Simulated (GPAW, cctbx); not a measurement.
# Bonding in KZn as X-rays see it

Aim: compute the bonding part of the density of KZn, find which reflections carry it, and see how it biases an ordinary refinement.

The cell comes from substitution in a known structure type and wasn't matched to any measured phase. All numbers below are calculated.

## 1. Find the equilibrium geometry

The density hangs on the geometry, so cell and atoms are relaxed first, with the symmetry held. The cutoff is set higher than for the density because stress converges slowly with plane waves.

Settings: GPAW 26.7.0, PBE, 570 eV, 5×5×5 k-points, Fermi–Dirac width 0.1 eV, BFGS to 0.03 eV/Å.

```text
cell
1.0
     4.047000000    0.000000000    0.000000000
     0.000000000    4.047000000    0.000000000
     0.000000000    0.000000000    4.047000000
Zn K
1 1
Direct
0.000000000 0.000000000 0.000000000
0.500000000 0.500000000 0.500000000
```

```console
$ OMP_NUM_THREADS=1 mpirun -n 4 gpaw python run.py > gpaw.log
```

```text
BFGS:    0       -2.003348        0.260991
BFGS:    1       -2.006257        0.246172
BFGS:    2       -2.031590        0.023248
cell  4.1821 4.1821 4.1821  90.00 90.00 90.00
volume 73.144 A^3, largest force 0.000 eV/A, largest stress 0.10 GPa
```

After 2 steps the volume has changed by +10.4 % and the energy by -0.028 eV; the largest stress left is 0.10 GPa. It took 10 s on 4 cores of Intel(R) Xeon(R) Platinum 8488C (Sapphire Rapids) (shared host), peak memory 0.7 GiB.

Relaxed structure: Pm-3m (no. 221), a = 4.1821 Å, b = 4.1821 Å, c = 4.1821 Å, α = 90.00°, β = 90.00°, γ = 90.00°.

```
atom  mult.    x    y    z
 Zn1      1    0    0    0
  K1      1  1/2  1/2  1/2
```

## 2. The all-electron density

X-rays see the whole electron density, so the PAW density is rebuilt with its core regions. Subtracting spherical free atoms from the same code cancels the cores and leaves the deformation density Δρ, the part due to bonding.

Settings: PBE, 450 eV, 6×6×6 k-points, Fermi–Dirac width 0.1 eV; primitive cell of 2 atoms.

```console
$ OMP_NUM_THREADS=1 mpirun -n 4 gpaw python run.py > gpaw.log
```

```text
|iter:   1|       0s |   -2.029480 | +0.71 |       |
|iter:   2|       0s |   -2.033605 | -1.56 | -1.55 |
|iter:   3|       1s |   -1.950360 | -1.78 | -1.60 |
...
|iter:  11|       2s |   -1.943787c| -6.45 | -6.09c|
|iter:  12|       2s |   -1.943787c| -6.75 | -6.60c|
|iter:  13|       2s |   -1.943787c| -7.79c| -6.52c|
```

```text
grid (42, 42, 42)  electrons 49.000  moved by bonding 0.188 e
deformation density beyond 0.5 A of the nuclei: max 0.041, min -0.022 e/A^3
atom        x       y       z   Voronoi charge  moment
Zn1    0.0000  0.0000  0.0000     -0.052       0.00
K 2    0.5000  0.5000  0.5000      0.052       0.00
mean inner potential of superposed free atoms 9.437 V
total magnetic moment 0.000 muB
```

Deformation density in a plane through the shortest contact of the Zn atom at the origin, in 0.01 e/Å³ (clipped at ±99); x from -1.6 to 5.2 Å, y from 2.4 down to -2.4 Å:

```text
  0   1   0   0   0  -1  -1  -1  -1   0   0   0   0   0  -1   0
  1   1   1   0   0   0   0   0   0   0   0   0   0   0   0   1
  1   1   1   1   0   0   0   0   0   0   0   0   0   0   0   1
  1   1   0   0   0   0   0   0   0   0  -1  -1   0   0   0   0
  0   0   0  -2  -2   0   0   0   0   0  -1   0   0  -1   0   0
  0   0  -2  -2  -2  -2   0   0   0   0   1   0   1   0   0   0
  0   0  -2   .   .  -2   0   0   0  -1   3   .   .   3  -1   0
  0   0  -2  -2  -1  -2   0   0   0   0   0   0   1   0   0   0
  0   0   0  -2  -2  -1   0   0   0   0  -1   0   0  -1   0   0
  0   0   0   0   0   0   1   1   0   0   0   0  -1  -1   0   0
  0   0   0   0   1   1   1   1   1   0   0   0   0   0   0   0
  0   0   0   0   0   1   1   1   1   0   0   0   0   0   0   0
 -1  -1  -1   0   0   0   1   0   0  -1   0   0   0   0   0  -1
```

Atoms in or within 0.15 Å of the plane: Zn (0.0, 0.0), K (3.6, 0.0) Å. Dots mark points within about 0.45 Å of a nucleus; large values next to them are atomic features.

Zn gains most (-0.05 e) and K loses most (+0.05 e), as electronegativity suggests. Along the shortest contact from the Zn atom at the map's origin, Zn–K at 3.62 Å, Δρ is 0.00 e/Å³ at the midpoint and highest, +0.04, 3.01 Å from Zn (points within 0.5 Å of a nucleus left out): little piles up between the atoms, as is usual in a metallic crystal, which this run finds. Point values carry grid noise of about 0.01 e/Å³. The run needed 13 iterations, 6.1 s.

## 3. Structure factors

The Fourier components of Δρ, added to those of the free atoms, give the static X-ray structure factors; the Mott–Bethe relation turns them into the Fourier components V of the potential that fast electrons feel.

```text
static structure factors of the conventional cell: F in electrons, V (Mott-Bethe) in volts
   h  k  l      d  |F| table  |F| free   |F| DFT   change   |V| free  |V| DFT  change %
   0  1  0  4.1821    11.086    11.087    11.084   -0.003     0.095    0.092     -3.0
   0  1  1  2.9572    40.076    40.047    39.977   -0.070     4.906    4.944      0.8
   1  1  1  2.4145    10.510    10.420    10.332   -0.087     0.212    0.244     15.1
   0  2  0  2.0911    35.448    35.335    35.313   -0.022     3.744    3.750      0.2
   0  2  1  1.8703    10.075     9.925     9.895   -0.031     0.236    0.242      2.8
   1  2  1  1.7073    32.128    32.001    32.001   -0.000     3.105    3.105      0.0
   0  2  2  1.4786    29.564    29.462    29.465    0.003     2.677    2.676     -0.0
   1  2  2  1.3940     8.993     8.871     8.886    0.015     0.259    0.257     -0.7
   0  3  0  1.3940     8.993     8.871     8.882    0.011     0.259    0.258     -0.5
   0  3  1  1.3225    27.512    27.442    27.441   -0.001     2.363    2.363      0.0
   1  3  1  1.2610     8.410     8.317     8.337    0.020     0.267    0.265     -0.7
   2  2  2  1.2073    25.832    25.786    25.782   -0.004     2.120    2.121      0.0
   0  3  2  1.1599     7.840     7.773     7.797    0.024     0.272    0.270     -0.7
   1  3  2  1.1177    24.428    24.397    24.390   -0.007     1.926    1.927      0.0
```

The largest X-ray change is -0.09 e on 111, 0.8 % of |F|. For electrons V goes as (Z − F)/g², so a change of F counts against Z − F, which is small at low angle and wherever the atoms' terms cancel: |V| of 111 moves by +15.1 % (0.21 to 0.24 V) against -0.8 % in |F|. The tabulated Hartree–Fock atoms differ from the free DFT atoms by up to 0.15 e, so the choice of reference atom matters too.

## 4. How cheap can the run be?

Cutoff and k-mesh: one is changed at a time, to find what the result needs.

| run | ΔF 111 (e) | ΔF 011 (e) | ΔF 021 (e) | q(Zn) (e) | moved (e) | time |
| --- | --- | --- | --- | --- | --- | --- |
| 450 eV 6×6×6 | -0.087 | -0.070 | -0.031 | -0.052 | 0.188 | 6.1 s |
| 250 eV 6×6×6 | -0.084 | -0.083 | -0.028 | -0.053 | 0.194 | 4.4 s |
| 350 eV 6×6×6 | -0.087 | -0.073 | -0.030 | -0.053 | 0.173 | 6.2 s |
| 750 eV 6×6×6 | -0.088 | -0.070 | -0.031 | -0.052 | 0.192 | 10 s |
| 450 eV 2×2×2 | -0.074 | -0.052 | -0.035 | -0.072 | 0.177 | 5.4 s |
| 450 eV 3×3×3 | -0.071 | -0.061 | -0.029 | -0.040 | 0.166 | 5.8 s |

Within 0.01 e of the base on all three: 350 eV 6×6×6 and 750 eV 6×6×6. The largest error, 0.018 e, comes with 450 eV 2×2×2. The moved charge is off by up to 12 % among these runs. Times are from shared hosts.

## 5. What a spherical-atom refinement makes of it

Routine crystallography fits spherical atoms. To see the bias, intensities are simulated from tabulated atoms plus the DFT change ΔF, so that bonding alone can misfit (4800 reflections of the full sphere, merged to the counts below, to 0.4 Å, 0.5 % proportional noise plus counting noise, assumed isotropic U as listed, Δρ smeared by the mean U) and refined with cctbx over different ranges.

| range | data | R1 | GooF | U Zn1 (true 0.0076) | U K1 (true 0.0088) | largest shift (Å) | Δρ max, min (e/Å³) |
| --- | --- | --- | --- | --- | --- | --- | --- |
| all data | 160 | 0.0024 | 1.08 | 0.0076 | 0.0088 | 0.0000 | 0.06, -0.08 |
| low resolution, d > 0.84 | 24 | 0.0012 | 1.24 | 0.0076 | 0.0088 | 0.0000 | 0.03, -0.03 |
| high order, d < 0.75 | 127 | 0.0032 | 1.01 | 0.0076 | 0.0088 | 0.0000 | 0.05, -0.08 |
| occupancies free, d > 0.7 | 39 | 0.0014 | 1.08 | 0.0075 | 0.0089 | 0.0000 | 0.04, -0.03 |

With all data GooF is 1.08, so at this noise the bonding hardly shows; the top residual peak, near noise level, lies 0.87 Å from Zn and 2.75 Å from K. No U is off by more than 3 s.u. at low resolution. Symmetry fixes every coordinate, so the shifts are zero by construction. With Zn1 held at 1 and the scale free, the other occupancies refine to K1 1.003(0.001), within three s.u. of full.

## 6. Answer

Bonding moves 0.19 e in the primitive cell of KZn and changes the structure factors of the conventional cell in the table above by at most 0.09 e (111, 0.8 %). The shortest bond, Zn–K, has Δρ = 0.00 e/Å³ at its midpoint, with no localised bond charge. Within 0.01 e of the base on all three: 350 eV 6×6×6 and 750 eV 6×6×6. The largest error, 0.018 e, comes with 450 eV 2×2×2. The moved charge is off by up to 12 % among these runs. With all data GooF is 1.08, so at this noise the bonding hardly shows. Limits: static density, frozen cores, no spin–orbit coupling.

[Outputs are excerpts: Python notices, other lines and further rows are left out; steps that failed or that the build refused (PBEsol, TPSS) are not shown.]

[Logs are printed without paths, hosts, clocks, repeated set-up lines and the standing remarks that a program may print on its own settings, such as how far it seeks lower states.]
